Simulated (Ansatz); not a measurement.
# BN (P6_3mc): from the cell to its phonons, part 3 of 3

Aim: the vibrations of BN (P6_3mc), their spectra, and whether the structure is stable.

Ansatz 0.2.0; DFT PBE+D3(BJ), scalar-relativistic, plane waves, PAW; PAW set soft_1.

So far. Step 3 (Tight relaxation): The largest force component left is 0.13 meV/Å and the pressure is 0.000 GPa, within the tolerances set. The cell now holds 5.88 Å³/atom. Step 4 (Zone-centre response): Before it was imposed, the acoustic sum rule was missed by 2.6e-5 eV/Å² and the charge sum rule by 1.2e-5 e. Small misses are needed for a sound result but don't prove that mesh and cutoff are converged. The lowest optical mode is real, 473 cm⁻¹. The relaxed cell has a = 2.541, c = 4.203 Å (conventional setting).

**5. Phonons on a q mesh**

Stability and thermal properties need the whole zone. Linear response on a 6×6×4 q mesh gives force constants as far as a supercell of that size would, and the tensors from the zone-centre run are typed in so that the long-range dipole term is interpolated apart.

The input, input.yaml:

```yaml
crystal:
  lattice:
    - [2.5411685628, 0.0, 0.0]
    - [-1.2705842814, 2.2007165306, 0.0]
    - [0.0, 0.0, 4.2028638761]
  atoms:
    - { symbol: B, position: [0.6666666667, 0.3333333333, 0.9997643597] }
    - { symbol: B, position: [0.3333333333, 0.6666666667, 0.4997643597] }
    - { symbol: "N", position: [0.6666666667, 0.3333333333, 0.6252356403] }
    - { symbol: "N", position: [0.3333333333, 0.6666666667, 0.1252356403] }
kpoints:
  mp_grid: { grid: [12, 12, 8] }
hamiltonian:
  xc: pbe
  dispersion: d3bj
  pseudopotentials: { kind: paw, azcp: { folder: soft_1 } }
scf:
  occupations: { method: fixed }
output:
  eigenvalues: true
phonons:
  method: dfpt
  qmesh: [6, 6, 4]
  temperatures: { t_max: 1000, t_step: 50 }
  qpath:
    path:
      - [[0.0, 0.0, 0.0], [0.5, 0.0, 0.0], [0.33333333, 0.33333333, 0.0], [0.0, 0.0, 0.0], [0.0, 0.0, 0.5], [0.5, 0.0, 0.5], [0.33333333, 0.33333333, 0.5], [0.0, 0.0, 0.5]]
      - [[0.5, 0.0, 0.5], [0.5, 0.0, 0.0]]
      - [[0.33333333, 0.33333333, 0.5], [0.33333333, 0.33333333, 0.0]]
    npoints: 10
  non_analytic_term:
    high_frequency_dielectric_tensor: [[4.5547, 0.0, 0.0], [0.0, 4.5547, 0.0], [0.0, 0.0, 4.7159]]
    born_effective_charges:
      - { species: B, tensor: [[1.8428, 0.0, 0.0], [0.0, 1.8428, 0.0], [0.0, 0.0, 1.9413]] }
      - { species: B, tensor: [[1.8428, 0.0, 0.0], [0.0, 1.8428, 0.0], [0.0, 0.0, 1.9413]] }
      - { species: "N", tensor: [[-1.8428, 0.0, 0.0], [0.0, -1.8428, 0.0], [0.0, 0.0, -1.9413]] }
      - { species: "N", tensor: [[-1.8428, 0.0, 0.0], [0.0, -1.8428, 0.0], [0.0, 0.0, -1.9413]] }
    source: "zone-centre run at this cell"
```

Launch:

```bash
$ ansatz run input.yaml --threads 4 --pin off --max-ram 10240MiB --backend cpu --events-out ev --progress --plain --runs-dir out
```

Numbers of over 12 decimals in the logs are rounded to 6 here.

Output:

```text
Warning: phonons: the dynamical matrix that this run interpolates holds no multipole term above the dipole-dipole one, and a site of this crystal is no centre of inversion, so its interpolated transverse optical and acoustic branches and sound speeds can stay off near Gamma, and the density of states and the thermodynamics with them. What a run solves at a wave vector of phonons.qpoints, Gamma apart, where the deck admits one, is free of this, and under fd what a larger phonons.supercell samples
[...]
Crystal: 4 atoms, lattice volume = 23.504 Å³
Basis set: ecut = 420 eV, 465 PW (Γ), exchange–correlation on 36×36×60 points (8 copies of the dense FFT grid, shifted against one another)
Bands: 12, of which v1, the nominal top of the filled ones, is band 8 counted from 1 (7 counted from 0)
Symmetry: 12 space group operations
k-points: 95 of 1152 (time reversal used)
[...]
SCF iter   1: F=—  HF=-1086.664138 eV  |F-HF|=—  |Δ(HF+E_count)|=         —  Δρ=1.47e-1  dr2=4.12e0  ethr=3.10e-3  ⟨swp⟩=4.0  Hψ=5174  notcnv=0  defer=90
[...]
SCF iter   8: F=-1085.326254 eV  HF=-1085.326254 eV  |F-HF|=6.82e-13  |Δ(HF+E_count)|=   1.01e-9  Δρ=1.08e-7  dr2=1.86e-12  ethr=1.00e-12  ⟨swp⟩=5.6  Hψ=7211  notcnv=0
SCF 1 converged in 8 iterations: F = -1085.326254 eV  dr2 = 1.86e-12
[...]
NSCF: frozen V_eff on 95 k-points
[...]
DFPT response loops at q = (0, 0, 0) (fractional): preconditioner auto → none (the input reference at scf.mixing.eps_inf says where Resta's filter doesn't serve); β = 0.50; Broyden in place of MSR1
[...]
SCF converged after 8 iterations
Free energy (F): -1085.326254 eV
[...]
Internal energy: -1085.326254 eV  (E = F + TS)
E sigma→0 (E₀):  -1085.326254 eV
Fermi energy:    11.410837 eV
[...]
--- Band table (eV; the first three rows and the last of 95) ---
  k-point 0: bands = [... 4 lower, 9.2739, 11.1382, 11.4108, 11.4108, 19.8134, 19.8134, 20.0541, 20.9956]
  k-point 1: bands = [... 4 lower, 9.3406, 10.6148, 11.3090, 11.3090, 19.9273, 19.9273, 20.2820, 20.9925]
  k-point 2: bands = [... 4 lower, 9.5355, 9.5355, 11.0312, 11.0312, 20.2535, 20.2535, 20.6727, 20.9847]
  k-point 94: bands = [... 4 lower, 3.6370, 3.6370, 8.3602, 8.3602, 20.7838, 20.7838, 21.6275, 21.6275]
--- Phonons (Γ-DFPT): 4 representative perturbations + reference (Σ response iterations 12) ---
  ASR residual: 2.587e-5 → 0.000e0 eV/Å²; symmetrization residual: 3.269e-6 eV/Å²
[...]
ASR residual per site (eV/Å²): 2.59e-5 2.59e-5 1.16e-5 1.16e-5
[...]
--- Phonons (arbitrary-q DFPT): 21 irreducible q on the 6×6×4 mesh ---
  q = [0.0000, 0.0000, 0.0000] (star 1, of the zone-centre solve; hermiticity 1.72e-7, symmetrization 5.34e-15): -0.00 0.00 0.00 473.45 473.45 958.91 958.91 969.79 1024.62 1057.99 1057.99 1120.61
  q = [0.0000, 0.0000, 0.2500] (star 2, 4 solved perturbations in 1744 linear systems a pass and spin channel, the states on 624 of 1152 k-point pairs; hermiticity 1.39e-7, symmetrization 1.53e-11): 188.10 188.10 337.76 439.96 439.96 861.21 974.33 974.33 1044.51 1044.51 1171.19 1255.84
[...]
q = [0.0000, 0.1667, 0.0000] (star 6, 12 solved perturbations on 624 of 1152 k-point pairs; hermiticity 2.42e-8, symmetrization 3.82e-9): 245.79 253.91 399.53 541.60 627.97 941.55 954.21 977.13 1011.26 1041.13 1079.41 1264.32
[...]
sum rule: each row above includes the acoustic sum rule's correction from the zone centre's row sums; it moved no ω² by more than (0.81 cm⁻¹)²
  mesh force constants: q→R imaginary residual 1.27e-16; ASR residual 2.587e-5 → 0.000e0 eV/Å²; symmetrization residual 2.132e-14 eV/Å²
  interpolated dispersion: 94 rows × 12 modes
  density of states and harmonic sums: on the 30×30×16 q-mesh, interpolated from the force constants of a 6×6×4 supercell (with the dipole–dipole term of supplied tensors)
  largest difference from the sums on the solved wave vectors: F 3.30e-3 eV, S 5.13e-6 and C_V 1.75e-6 eV/K
  zero-point energy: 0.629579 eV/cell   skipped modes (ω ≤ 0): 3   left out of the sums: 1.74e-5 of the cell's modes: C_V's classical limit lies that fraction below 3 k_B per atom; for a crystal, a wire or a layer, F and S can be off by more, and a phonons.interpolated_qmesh denser along its periods is the remedy for the sampling
```

Wall time 7 min (4 threads of Intel Xeon Platinum 8375C at 2.90GHz (Ice Lake), shared host); peak memory 1.4 GiB; 27 min of CPU time.

This step gave:

```yaml
lowest_frequency_on_the_path: 0 cm⁻¹
highest_frequency_on_the_path_or_at_a_solved_wavevector: 1277 cm⁻¹
mean_frequency: 846.3 cm⁻¹
debye_temperature_second_moment: 1629 K
logarithmic_mean_frequency: 807.5 cm⁻¹
lowest_mode_on_the_q_mesh_acoustic_modes_at_gamma_apart: 188.1 cm⁻¹
zero_point_energy_per_atom: 157.4 meV
heat_capacity_at_300_k: 8.145 J/(mol atoms K)
vibrational_entropy_at_300_k: 3.413 J/(mol atoms K)
```

Frequencies (cm⁻¹) solved at each irreducible wavevector; negative means imaginary. Frequencies by wavevector, by row:

```csv
q in reciprocal lattice units,star,mode 1,mode 2,mode 3,mode 4,mode 10,mode 11,mode 12
0 0 0,1,0,0,0,473.4,1058,1058,1121
0 0 0.25,2,188.1,188.1,337.8,440,1044,1171,1256
0 0 -0.5,1,341.8,341.8,341.8,341.8,1010,1226,1226
0 0.1667 0,6,245.8,253.9,399.5,541.6,1041,1079,1264
0 0.1667 0.25,12,315.7,348,480.6,510.8,1028,1142,1256
0 0.1667 -0.5,6,426.3,426.3,500.5,500.5,1008,1216,1216
0 0.3333 0,6,422.4,472.1,644.9,711.2,1011,1048,1216
0 0.3333 0.25,12,461.8,493,616.2,744.5,997.4,1104,1218
0 0.3333 -0.5,6,544.2,544.2,597.6,597.6,980.3,1186,1186
0 -0.5 0,3,479.5,601.6,686.6,833.1,1019,1091,1121
0 -0.5 0.25,6,514.4,589.2,658.2,722.8,1011,1124,1130
0 -0.5 -0.5,3,589.7,589.7,619.6,619.6,1010,1146,1146
0.1667 0.1667 0,6,415.9,448.3,599.5,670.1,1018,1050,1224
0.1667 0.1667 0.25,12,447,484.5,627.2,674.1,1011,1107,1224
0.1667 0.1667 -0.5,6,553.6,553.6,582.7,582.7,983.3,1189,1189
0.1667 0.3333 0,12,580.1,596.4,761.2,787.5,1005,1028,1133
0.1667 0.3333 0.25,24,557.5,623.8,709.8,751.7,1011,1059,1141
0.1667 0.3333 -0.5,12,590.7,590.7,692.5,692.5,988,1126,1126
0.3333 0.3333 0,2,731,731,762.1,795.3,1006,1006,1048
0.3333 0.3333 0.25,4,645.7,645.7,782.1,870.4,1031,1031,1038
0.3333 0.3333 -0.5,2,595.8,595.8,829.4,829.4,1016,1048,1048
```

Interpolated from a 6×6×4 q mesh, with the LO-TO term (at Γ the limit along the path; where Γ stands inside the path, tables give the limit on arrival). Phonon branches along the path, in cm⁻¹:

```csv
point,branch 1,branch 2,branch 3,branch 4,branch 9,branch 10,branch 11,branch 12
Γ,0,0,0,474,1025,1058,1121,1277
halfway,352,363,571,599,998,1025,1056,1247
M,480,602,687,833,997,1019,1091,1121
halfway,595,638,778,808,990,1023,1061,1074
K,731,731,762,795,973,1006,1006,1048
halfway,416,448,600,670,991,1018,1050,1224
Γ,0,0,0,474,1025,1058,1121,1277
halfway,188,188,338,440,1044,1044,1171,1256
A,342,342,342,342,1010,1010,1226,1226
halfway,491,491,570,570,994,994,1206,1206
L,590,590,620,620,1010,1010,1146,1146
halfway,594,594,711,711,1003,1003,1103,1103
H,596,596,829,829,1016,1016,1048,1048
halfway,554,554,583,583,983,983,1189,1189
A,342,342,342,342,1010,1010,1226,1226
jump to L,590,590,620,620,1010,1010,1146,1146
halfway,514,589,658,723,984,1011,1124,1130
M,480,602,687,833,997,1019,1091,1121
jump to H,596,596,829,829,1016,1016,1048,1048
halfway,646,646,782,870,990,1031,1031,1038
K,731,731,762,795,973,1006,1006,1048
```

The phonon density of states has structure finer than the step of the table below, so its rows give means over 50 cm⁻¹, whole bins alone (the curve runs from 5 to 1275 cm⁻¹). Peaks (cm⁻¹: height): 595.0: 0.0164, 955.0: 0.0483, 985.0: 0.0501.

Tetrahedra on a 30×30×16 mesh, mean over bins of 10 cm-1. Interpolated from a 6×6×4 q mesh. The phonon density of states by wavenumber; means over each step:

```csv
wavenumber (cm⁻¹),phonon density of states (1/cm⁻¹/cell)
50,3.5e-5
100,1.6e-4
150,3.6e-4
200,6.7e-4
250,0.00111
300,0.00172
350,0.00257
400,0.00382
450,0.00589
500,0.00916
550,0.0120
600,0.0146
650,0.0118
700,0.0103
750,0.00976
800,0.00906
850,0.0103
900,0.0181
950,0.0344
1000,0.0406
1050,0.0122
1100,0.00917
1150,0.00936
1200,0.00738
1250,0.00541
```

Phonopy on the run's constants, 21x21x13 mesh, Gaussian sigma 9.5 cm-1. Interpolated from a 6×6×4 q mesh. Partial phonon density of states against wavenumber; read off at these points; values in 1/cm⁻¹/cell:

```csv
wavenumber (cm⁻¹),B,N
0.0,1.0e-5,1.0e-5
50.0,1.2e-5,1.3e-5
100.0,7.2e-5,9.3e-5
150.0,2.3e-4,3.0e-4
200.0,3.5e-4,4.5e-4
250.0,4.8e-4,6.1e-4
300.0,7.5e-4,9.6e-4
350.0,0.00118,0.00152
400.0,0.00157,0.00200
450.0,0.00242,0.00310
500.0,0.00394,0.00505
550.0,0.00535,0.00671
600.0,0.00672,0.00819
650.0,0.00499,0.00599
700.0,0.00479,0.00573
750.0,0.00484,0.00586
800.0,0.00424,0.00537
850.0,0.00428,0.00624
900.0,0.00774,0.0113
950.0,0.0190,0.0181
988.6,0.0235,0.0230
1000.0,0.0225,0.0216
1050.0,0.00795,0.00448
1100.0,0.0063,0.00232
1150.0,0.00673,0.00304
1200.0,0.00456,0.00277
1250.0,0.00357,0.00253
1300.0,8.9e-6,0
```

Harmonic thermodynamic functions per atom, from the density of states. Interpolated from a 6×6×4 q mesh. Thermodynamic functions, by row:

```csv
T (K),F_vib (meV/atom),S (J/mol-atom/K),C_V (J/mol-atom/K)
0,157.4,0,0
50,157.4,0.012,0.038
100,157.4,0.116,0.401
200,156.8,1.146,3.415
300,154.6,3.413,8.145
400,149.5,6.362,12.38
500,141.3,9.483,15.53
600,129.9,12.52,17.75
700,115.4,15.38,19.33
800,98.07,18.04,20.46
900,78.08,20.5,21.3
1000,55.63,22.78,21.93
```

Harmonic mean-square displacement, third of the trace. Interpolated from a 6×6×4 q mesh. Mean square displacements, by row:

```csv
T (K),B1 U_eq (Å²),B2 U_eq (Å²),N3 U_eq (Å²),N4 U_eq (Å²)
0,0.00199,0.00199,0.00165,0.00165
100,0.00201,0.00201,0.00166,0.00166
300,0.00228,0.00228,0.00193,0.00193
600,0.00317,0.00317,0.00275,0.00275
```

Symmetry leaves 21 wavevectors to solve. The lowest mode among them, the acoustic zeros apart, lies at q = (0, 0, 0.25) and is real, 188 cm⁻¹.

**6. Isotope substitution, element B, natural mass 10.81 amu**

An isotope changes the mass and not the force constants, so no new electronic calculation is needed; the shifts show which modes move this element.

The same force constants with the mass of B changed from 10.810 to 10.013 u (phonopy, no LO-TO term). Both lists are sorted by frequency; levels can cross, so a row need not hold one and the same mode. Modes under 3 cm⁻¹ are left out. Isotope shifts, by row, the first 40 of 45 rows:

```csv
q,rank,natural mass (cm⁻¹),changed mass (cm⁻¹)
0 0 0,4,473.4,480.6
0 0 0,5,473.4,480.6
0 0 0,6,958.9,977
0 0 0,7,958.9,981.6
0 0 0,8,969.8,981.6
0 0 0,9,1025,1047
0 0 0,10,1058,1081
0 0 0,11,1058,1081
0 0 0,12,1121,1156
0 0 0.25,1,188.1,191.2
0 0 0.25,2,188.1,191.2
0 0 0.25,3,337.8,343.2
0 0 0.25,4,440,446.7
0 0 0.25,5,440,446.7
0 0 0.25,6,861.2,872.2
0 0 0.25,7,974.3,997.2
0 0 0.25,8,974.3,997.2
0 0 0.25,9,1045,1068
0 0 0.25,10,1045,1068
0 0 0.25,11,1171,1202
0 0 0.25,12,1256,1284
0 0 -0.5,1,341.8,347.2
0 0 -0.5,2,341.8,347.2
0 0 -0.5,3,341.8,347.2
0 0 -0.5,4,341.8,347.2
0 0 -0.5,5,635.4,645.2
0 0 -0.5,6,635.4,645.2
0 0 -0.5,7,1010,1034
0 0 -0.5,8,1010,1034
0 0 -0.5,9,1010,1034
0 0 -0.5,10,1010,1034
0 0 -0.5,11,1226,1255
0 0 -0.5,12,1226,1255
0 0.1667 0,1,245.8,249.9
0 0.1667 0,2,253.9,258.1
0 0.1667 0,3,399.5,406
0 0.1667 0,4,541.6,549.9
0 0.1667 0,5,628,637.6
0 0.1667 0,6,941.5,961.2
0 0.1667 0,7,954.2,963.6
```

A mode of this element alone would shift by +3.90 %. The highest zone-centre frequency without the field goes from 1120.6 to 1155.8 cm⁻¹ (+3.1 %). The product of the frequency ratios over all optical modes at Γ is 1.198; the product rule, (m/m′)^(3k/2) (M′/M)^(3/2) with k = 2 such atoms and M the mass of the cell, gives 1.198.

**7. Another isotope, element N, natural mass 14.007 amu**

The same for N, from 14.01 to 15.00 u.

The same force constants with the mass of N changed from 14.007 to 15.000 u (phonopy, no LO-TO term). Both lists are sorted by frequency; levels can cross, so a row need not hold one and the same mode. Modes under 3 cm⁻¹ are left out. Isotope shifts, by row, the first 40 of 45 rows:

```csv
q,rank,natural mass (cm⁻¹),changed mass (cm⁻¹)
0 0 0,4,473.4,463.7
0 0 0,5,473.4,463.7
0 0 0,6,958.9,943.5
0 0 0,7,958.9,946.2
0 0 0,8,969.8,946.2
0 0 0,9,1025,1010
0 0 0,10,1058,1043
0 0 0,11,1058,1043
0 0 0,12,1121,1113
0 0 0.25,1,188.1,184.4
0 0 0.25,2,188.1,184.4
0 0 0.25,3,337.8,331.1
0 0 0.25,4,440,431
0 0 0.25,5,440,431
0 0 0.25,6,861.2,841.8
0 0 0.25,7,974.3,961.2
0 0 0.25,8,974.3,961.2
0 0 0.25,9,1045,1030
0 0 0.25,10,1045,1030
0 0 0.25,11,1171,1158
0 0 0.25,12,1256,1238
0 0 -0.5,1,341.8,335
0 0 -0.5,2,341.8,335
0 0 -0.5,3,341.8,335
0 0 -0.5,4,341.8,335
0 0 -0.5,5,635.4,622.5
0 0 -0.5,6,635.4,622.5
0 0 -0.5,7,1010,996.3
0 0 -0.5,8,1010,996.3
0 0 -0.5,9,1010,996.3
0 0 -0.5,10,1010,996.3
0 0 -0.5,11,1226,1210
0 0 -0.5,12,1226,1210
0 0.1667 0,1,245.8,241
0 0.1667 0,2,253.9,249
0 0.1667 0,3,399.5,391.7
0 0.1667 0,4,541.6,530.5
0 0.1667 0,5,628,615.2
0 0.1667 0,6,941.5,928.2
0 0.1667 0,7,954.2,928.9
```

A mode of this element alone would shift by -3.37 %. The highest zone-centre frequency without the field goes from 1120.6 to 1113.1 cm⁻¹ (-0.7 %). The product of the frequency ratios over all optical modes at Γ is 0.864; the product rule, (m/m′)^(3k/2) (M′/M)^(3/2) with k = 2 such atoms and M the mass of the cell, gives 0.864.

**8. Summary of results**

```yaml
space_group_after_relaxation_within_0p01_a: P6_3mc
volume_per_atom: 5.88 Å³
gap_on_the_k_mesh: 5.19 eV
highest_optical_mode_at_the_zone_centre_no_lo_to_term: 1121 cm⁻¹
top_of_the_zone_centre_spectrum_with_the_field: 1277 cm⁻¹
lowest_optical_zone_centre_mode: 473 cm⁻¹
mean_high_frequency_dielectric_constant: 4.61
mean_static_dielectric_constant: 6.82
largest_born_charge_third_of_the_trace: 1.88 e
lowest_mode_on_the_q_mesh_acoustic_modes_at_gamma_apart: 188 cm⁻¹
highest_frequency_on_the_path_or_at_a_solved_wavevector: 1277 cm⁻¹
zero_point_energy_per_atom: 157 meV
heat_capacity_at_300_k: 8.14 J/(mol atoms K)
vibrational_entropy_at_300_k: 3.41 J/(mol atoms K)
debye_temperature_second_moment: 1629 K
imaginary_modes_on_the_6x6x4_q_mesh: none
```

**Reading.** The structure is a minimum as far as tested: no mode is imaginary at the 21 irreducible wavevectors of the 6×6×4 mesh, and the softest away from the acoustic zeros lies at 188 cm⁻¹. Without the field, the optical modes at Γ span 473 to 1121 cm⁻¹. The highest mode in this list at Γ, 1120.6 cm⁻¹, is mostly motion of B (76 % of the kinetic energy). With the macroscopic field of the longitudinal modes the top of the zone-centre spectrum lies at 1277 cm⁻¹, against 1121 cm⁻¹ without it. Lattice motion raises the mean dielectric constant from 4.608 to 6.818. The strongest infrared line is at 1058 cm⁻¹. Averaged over orientations, the strongest Raman line at 532 nm and 300 K is at 1025 cm⁻¹, among the modes without the field; their longitudinal partners can be Raman active too. The program warns that the interpolation holds no quadrupole term, so branches close to Γ can be off in this crystal. In the phonons the program treats the change of the C6 weights of the dispersion term with coordination only in part. These are harmonic frequencies at zero temperature: anharmonic shifts, linewidths and thermal expansion are left out.

[Logs are printed without paths, hosts, clocks, repeated set-up lines and the standing remarks that a program may print on its own settings, such as how far it seeks lower states.]

[Hosts, paths, dates, database ids (printed as entryN), source tags and the programs' standing remarks are cut or masked in the printed files.]
